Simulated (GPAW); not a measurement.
# Screening of a field by C/Pt(110)

How does C/Pt(110) screen a perpendicular field?

Method: GPAW, PAW setups; slab in vacuum, relaxation, in the first sound run; inputs show where later runs differ, in GPAW 26.7.0.

This is a report of a sequence of runs, with most program output left out.

## Step 1: The structure

The cell holds 6 atoms: 5 Pt and 1 C. Its edges and angles: a = 3.920 Å, b = 2.772 Å, c = 24.044 Å, α = 90.0°, β = 90.0°, γ = 90.0°. Vacuum lies along c.

## Step 2: Relaxing the atoms

The atoms are relaxed first, since the surface dipole, and with it the work function, follows the positions of the outer layers. The lowest 2 atoms are held at bulk positions and keep their forces.

Contents of run.py:

```python
import json
import numpy as np
from ase import Atoms
from ase.constraints import FixAtoms
from ase.optimize import BFGS
from gpaw import GPAW, PW

slab = Atoms(
    ['Pt', 'Pt', 'Pt', 'Pt', 'Pt', 'C'],
    positions=[
        [0.00000, 0.00000, 9.00000],
        [1.96000, 1.38593, 10.38593],
        [0.00000, 0.00000, 11.77186],
        [1.96000, 1.38593, 13.15779],
        [0.00000, 0.00000, 14.54372],
        [1.96000, 1.38593, 15.04372]],
    cell=[[3.92, 0.0, 0.0], [0.0, 2.77186, 0.0], [0.0, 0.0, 24.04372]],
    pbc=[True, True, False])

slab.calc = GPAW(mode=PW(500), xc='PBE', kpts={'size': (8, 11, 1), 'gamma': True},
                 occupations={'name': 'fermi-dirac', 'width': 0.1}, nbands='160%',
                 convergence={'density': 1e-05}, maxiter=200,
                 poissonsolver={'dipolelayer': 'xy'},
                 symmetry={'tolerance': 1e-3, 'extra_ids': [1, 1, 0, 0, 0, 0]}, txt='slab.txt')
result = {}
slab.set_constraint(FixAtoms([0, 1]))
path = []
opt = BFGS(slab, maxstep=0.2)
opt.attach(lambda: path.append((slab.get_potential_energy(), slab.positions.tolist(), slab.get_forces().tolist())))
result['relaxed'] = bool(opt.run(fmax=0.03, steps=40))
result['path'] = path
energy = slab.get_potential_energy()
fermi = slab.calc.get_fermi_level()
v = slab.calc.get_electrostatic_potential().mean((0, 1)) - fermi
n = slab.calc.get_pseudo_density().mean((0, 1))
L = slab.cell[2, 2]
z = np.arange(len(v)) * L / len(v)
low, high = slab.positions[:, 2].min(), slab.positions[:, 2].max()
below, above = np.interp([low - 6.8, high + 6.8], z, v)
slopes = [np.interp(x, z, np.gradient(v, z)) for x in (low - 6.8, high + 6.8)]
eps = np.array([[slab.calc.get_eigenvalues(k, s) for k in range(len(slab.calc.get_ibz_k_points()))]
                for s in range(slab.calc.get_number_of_spins())]) - fermi
top, bottom = eps[eps < 0].max(), eps[eps > 0].min()
dipole = slab.get_dipole_moment()[2]
print(f'energy {energy:.4f} eV, Fermi level {fermi:.4f} eV, dipole {dipole:.5f} e A')
print(f'potential 6.8 A off the faces, from the Fermi level: lower {below:.4f} eV, upper {above:.4f} eV')
print(f'slope of the potential there: lower {slopes[0]:.5f}, upper {slopes[1]:.5f} eV/A')
print(f'nearest levels on the mesh: {top:.4f} and {bottom:.4f} eV')
print('magnetic moment', round(slab.get_magnetic_moment(), 3))
result.update(energy=energy, fermi=fermi, dipole=dipole, below=below, above=above, slopes=slopes, edges=[top, bottom],
              z=z.tolist(), v=v.tolist(), n=n.tolist(), positions=slab.positions.tolist(),
              forces=slab.get_forces(apply_constraint=False).tolist(), moments=slab.get_magnetic_moments().tolist())
json.dump(result, open('result.json', 'w'))
```

Command:

```
$ OMP_NUM_THREADS=1 OPENBLAS_NUM_THREADS=1 python run.py
```

The job ended after 60 min (1 thread of Intel Xeon Platinum 8559C (Emerald Rapids), shared host; peak memory 0.48 GiB).

The steps of the relaxation:

```
step  energy less that of the first step (eV)  largest force (eV/Å)
   1                                   0.0000                1.8354
   2                                  -0.0543                1.6072
   3                                  -0.2160                0.7023
   4                                  -0.2508                0.6509
   5                                  -0.2788                0.7696
   6                                  -0.3012                0.7085
   7                                  -0.3286                0.6592
   8                                  -0.3488                0.6116
   9                                  -0.3622                0.3754
  10                                  -0.3682                0.3346
  11                                  -0.3737                0.3466
  12                                  -0.3809                0.2554
  13                                  -0.3854                0.1383
  14                                  -0.3870                0.0408
  15                                  -0.3872                0.0260
```

The atoms that moved most (Å):

```
atom     dx     dy     dz  length
 Pt5  0.000  0.000  0.581   0.581
  C6  0.000  0.000  0.165   0.165
 Pt4  0.000  0.000  0.158   0.158
 Pt3  0.000  0.000  0.069   0.069
```

The relaxed structure:

```xyz
6
Lattice="3.9200 0.0000 0.0000 0.0000 2.7719 0.0000 0.0000 0.0000 24.0437" Properties=species:S:1:pos:R:3
Pt    0.0000    0.0000    9.0000
Pt    1.9600    1.3859   10.3859
Pt    0.0000    0.0000   11.8412
Pt    1.9600    1.3859   13.3157
Pt    0.0000    0.0000   15.1251
C     1.9600    1.3859   15.2086
```

This step gave:

```
dipole along the normal                    : -0.01388 e·Å
levels nearest the Fermi level on the mesh : -0.004037, 0.01699 eV from the Fermi level
upper work function                        : 5.564 eV
lower work function                        : 5.331 eV
```

The electrostatic potential energy of an electron (without an applied field's), less the Fermi level, planar mean oscillates, so the rows of the table below give means over windows of 1.44 Å about each position, cut where the curve ends. Its maxima inside the range that stand out by 2 % of the span (Å: eV): 9.7: -7.71, 11.2: -6.97, 12.6: -6.97, 14.2: -2.88. Its minima: 9.0: -14.9, 10.4: -15.7, 11.8: -15.7, 13.3: -15.4, 15.2: -25.2.

The electrostatic potential energy of an electron (without an applied field's), less the Fermi level, planar mean by z; means over each step:

```
z (Å)  electrostatic potential energy of an electron (without an applied field's), less the Fermi level, planar mean (eV)
 0.72                                                                                                                5.35
 2.16                                                                                                                5.33
 3.60                                                                                                                5.33
 5.04                                                                                                                5.33
 6.48                                                                                                                5.25
 7.92                                                                                                                1.32
 9.36                                                                                                               -11.1
10.80                                                                                                               -11.2
12.24                                                                                                               -11.2
13.68                                                                                                               -9.31
15.12                                                                                                               -15.0
16.56                                                                                                                3.54
18.00                                                                                                                5.54
19.44                                                                                                                5.56
20.88                                                                                                                5.56
22.32                                                                                                                5.56
23.76                                                                                                                5.55
```

The pseudo valence density, planar mean oscillates, so the rows of the table below give means over windows of 1.44 Å about each position, cut where the curve ends. Its maxima inside the range that stand out by 2 % of the span (Å: e/Å³): 9.0: 1.52, 10.4: 1.56, 11.9: 1.50, 13.3: 1.53, 15.2: 1.71. Its minima: 9.6: 0.664, 11.2: 0.592, 12.5: 0.572, 14.2: 0.420.

Pseudo valence density, planar mean against z; means over each step:

```
z (Å)  pseudo valence density, planar mean (e/Å³)
 5.04                                      6.4e-5
 6.48                                     0.00331
 7.92                                       0.208
 9.36                                        1.04
10.80                                        1.01
12.24                                       1.000
13.68                                       0.895
15.12                                        1.10
16.56                                       0.109
18.00                                     0.00135
19.44                                      2.0e-5
```

The relaxation lowered the energy of the cell by 0.387 eV (energies extrapolated to zero smearing; the optimiser's log prints free energies). The largest force left on a free atom is 0.026 eV/Å.

## Step 3: The slab's potential

The work function is the vacuum plateau of the electrostatic potential less the Fermi level; a dipole layer lets the two faces have plateaus of their own.

This step: GPAW, PAW setups; slab in vacuum (GPAW 26.7.0).

run.py, as its differences from that of step 2:

```diff
@@ -3,4 +3,2 @@
 from ase import Atoms
-from ase.constraints import FixAtoms
-from ase.optimize import BFGS
 from gpaw import GPAW, PW
@@ -12,6 +10,6 @@
         [1.96000, 1.38593, 10.38593],
-        [0.00000, 0.00000, 11.77186],
-        [1.96000, 1.38593, 13.15779],
-        [0.00000, 0.00000, 14.54372],
-        [1.96000, 1.38593, 15.04372]],
+        [0.00000, 0.00000, 11.84122],
+        [1.96000, 1.38593, 13.31567],
+        [0.00000, 0.00000, 15.12512],
+        [1.96000, 1.38593, 15.20862]],
     cell=[[3.92, 0.0, 0.0], [0.0, 2.77186, 0.0], [0.0, 0.0, 24.04372]],
@@ -23,10 +21,4 @@
                  poissonsolver={'dipolelayer': 'xy'},
-                 symmetry={'tolerance': 1e-3, 'extra_ids': [1, 1, 0, 0, 0, 0]}, txt='slab.txt')
+                 symmetry={'tolerance': 1e-3}, txt='slab.txt')
 result = {}
-slab.set_constraint(FixAtoms([0, 1]))
-path = []
-opt = BFGS(slab, maxstep=0.2)
-opt.attach(lambda: path.append((slab.get_potential_energy(), slab.positions.tolist(), slab.get_forces().tolist())))
-result['relaxed'] = bool(opt.run(fmax=0.03, steps=40))
-result['path'] = path
 energy = slab.get_potential_energy()
```

It took 5.7 min on 1 thread; peak memory 0.48 GiB.

This step gave:

* dipole along the normal: -0.01402 e·Å
* levels nearest the Fermi level on the mesh: -0.004043, 0.01698 eV from the Fermi level

The electrostatic potential energy of an electron (without an applied field's), less the Fermi level, planar mean oscillates, so the rows of the table below give means over windows of 1.44 Å about each position, cut where the curve ends. Its maxima inside the range that stand out by 2 % of the span (Å: eV): 9.7: -7.71, 11.2: -6.97, 12.6: -6.97, 14.2: -2.88. Its minima: 9.0: -14.9, 10.4: -15.7, 11.8: -15.7, 13.3: -15.4, 15.2: -25.2.

The electrostatic potential energy of an electron (without an applied field's), less the Fermi level, planar mean by z; means over each step:

(Unchanged from step 2.)

The pseudo valence density, planar mean oscillates, so the rows of the table below give means over windows of 1.44 Å about each position, cut where the curve ends. Its maxima inside the range that stand out by 2 % of the span (Å: e/Å³): 9.0: 1.52, 10.4: 1.56, 11.9: 1.50, 13.3: 1.53, 15.2: 1.71. Its minima: 9.6: 0.664, 11.2: 0.592, 12.5: 0.572, 14.2: 0.420.

Pseudo valence density, planar mean against z; means over each step:

```
z (Å)  pseudo valence density, planar mean (e/Å³)
 5.04                                      6.5e-5
 6.48                                     0.00331
 7.92                                       0.208
 9.36                                        1.04
10.80                                        1.01
12.24                                       1.000
13.68                                       0.895
15.12                                        1.10
16.56                                       0.109
18.00                                     0.00135
19.44                                      2.0e-5
```

Force by atom:

```
atom  x (eV/Å)  y (eV/Å)  z (eV/Å)   size
 Pt1     0.000     0.000     0.496  0.496
 Pt2     0.000     0.000    -0.489  0.489
 Pt3     0.000     0.000    -0.003  0.003
 Pt4     0.000     0.000    -0.026  0.026
 Pt5     0.000     0.000     0.007  0.007
  C6     0.000     0.000     0.013  0.013
```

The potential is flat to 4.3e-5 eV/Å where it is read, so the vacuum is wide enough.

## Step 4: In a field

A uniform field along the normal polarises the slab; the atoms stay fixed, so this is the electronic response alone.

run.py, as its differences from that of step 3:

```diff
@@ -4,2 +4,3 @@
 from gpaw import GPAW, PW
+from gpaw.external import ConstantElectricField
 
@@ -21,2 +22,3 @@
                  poissonsolver={'dipolelayer': 'xy'},
+                 external=ConstantElectricField(-0.2, [0, 0, 1]),
                  symmetry={'tolerance': 1e-3}, txt='slab.txt')
```

The job ended after 7.2 min (1 thread; peak memory 0.66 GiB).

Numbers from this step:

```yaml
dipole_along_the_normal: -0.1214 e·Å
levels_nearest_the_fermi_level_on_the_mesh: -0.006875, 0.01531 eV from the Fermi level
potential_below_the_slab_the_applied_field_s_own_ramp_left_out: 4.434 eV from the Fermi level
potential_above_the_slab_the_applied_field_s_own_ramp_left_out: 6.455 eV from the Fermi level
```

The electrostatic potential energy of an electron (without an applied field's), less the Fermi level, planar mean oscillates, so the rows of the table below give means over windows of 1.44 Å about each position, cut where the curve ends. Its maxima inside the range that stand out by 2 % of the span (Å: eV): 9.7: -8.17, 11.2: -7.15, 12.6: -6.86, 14.2: -2.44, 20.2: 6.46. Its minima: 9.0: -15.5, 10.4: -16.0, 11.8: -15.7, 13.3: -15.1, 15.2: -24.5.

The electrostatic potential energy of an electron (without an applied field's), less the Fermi level, planar mean by z; means over each step:

z (Å), electrostatic potential energy of an electron (without an applied field's), less the Fermi level, planar mean (eV) and a bar from the least value:
```
     0.72        4.6 ###########################
     2.16        4.4 ###########################
     3.60        4.4 ###########################
     5.04        4.4 ###########################
     6.48        4.4 ###########################
     7.92        0.5 #####################
     9.36      -11.7 ####
    10.80      -11.5 ####
    12.24      -11.2 #####
    13.68       -9.0 ########
    15.12      -14.4 
    16.56        4.4 ###########################
    18.00        6.4 ##############################
    19.44        6.5 ##############################
    20.88        6.5 ##############################
    22.32        6.5 ##############################
    23.76        6.3 ##############################
```

Force by atom:

```
atom  x (eV/Å)  y (eV/Å)  z (eV/Å)   size
 Pt1     0.000     0.000     0.505  0.505
 Pt2     0.000     0.000    -0.483  0.483
 Pt3     0.000     0.000    -0.015  0.015
 Pt4     0.000     0.000    -0.033  0.033
 Pt5     0.000     0.000     0.005  0.005
  C6     0.000     0.000     0.023  0.023
```

The dipole is now -0.121 e Å, against -0.014 in the run without a field.

## Step 5: In a field

run.py, as its differences from that of step 4:

```diff
@@ -22,3 +22,3 @@
                  poissonsolver={'dipolelayer': 'xy'},
-                 external=ConstantElectricField(-0.2, [0, 0, 1]),
+                 external=ConstantElectricField(-0.1, [0, 0, 1]),
                  symmetry={'tolerance': 1e-3}, txt='slab.txt')
```

Elapsed: 7.3 min, on 1 thread; peak memory 0.66 GiB.

This step gave:

* dipole along the normal: -0.06759 e·Å
* levels nearest the Fermi level on the mesh: -0.005467, 0.01588 eV from the Fermi level
* potential below the slab, the applied field's own ramp left out: 4.882 eV from the Fermi level
* potential above the slab, the applied field's own ramp left out: 6.008 eV from the Fermi level

The electrostatic potential energy of an electron (without an applied field's), less the Fermi level, planar mean oscillates, so the rows of the table below give means over windows of 1.44 Å about each position, cut where the curve ends. Its maxima inside the range that stand out by 2 % of the span (Å: eV): 9.7: -7.94, 11.2: -7.06, 12.6: -6.91, 14.2: -2.66. Its minima: 9.0: -15.2, 10.4: -15.8, 11.8: -15.7, 13.3: -15.3, 15.2: -24.8.

Table of electrostatic potential energy of an electron (without an applied field's), less the Fermi level, planar mean by z; means over each step:

```
z (Å)  electrostatic potential energy of an electron (without an applied field's), less the Fermi level, planar mean (eV)
 0.72                                                                                                                4.96
 2.16                                                                                                                4.88
 3.60                                                                                                                4.88
 5.04                                                                                                                4.88
 6.48                                                                                                                4.81
 7.92                                                                                                               0.926
 9.36                                                                                                               -11.4
10.80                                                                                                               -11.3
12.24                                                                                                               -11.2
13.68                                                                                                               -9.15
15.12                                                                                                               -14.7
16.56                                                                                                                3.96
18.00                                                                                                                5.98
19.44                                                                                                                6.01
20.88                                                                                                                6.01
22.32                                                                                                                6.01
23.76                                                                                                                5.94
```

Force by atom:

```
atom  x (eV/Å)  y (eV/Å)  z (eV/Å)   size
 Pt1     0.000     0.000     0.498  0.498
 Pt2     0.000     0.000    -0.489  0.489
 Pt3     0.000     0.000    -0.011  0.011
 Pt4     0.000     0.000    -0.033  0.033
 Pt5     0.000     0.000     0.004  0.004
  C6     0.000     0.000     0.011  0.011
```

The dipole is now -0.0676 e Å, against -0.014 in the run without a field.

## Step 6: Field on

run.py, as its differences from that of step 5:

```diff
@@ -22,3 +22,3 @@
                  poissonsolver={'dipolelayer': 'xy'},
-                 external=ConstantElectricField(-0.1, [0, 0, 1]),
+                 external=ConstantElectricField(-0.05, [0, 0, 1]),
                  symmetry={'tolerance': 1e-3}, txt='slab.txt')
```

It took 8.2 min on 1 thread; peak memory 0.66 GiB.

[end of part 1 of 2]

[Logs are printed without paths, hosts, clocks, repeated set-up lines and the standing remarks that a program may print on its own settings, such as how far it seeks lower states.]

[Hosts, paths, dates, database ids (printed as entryN), source tags and the programs' standing remarks are cut or masked in the printed files.]
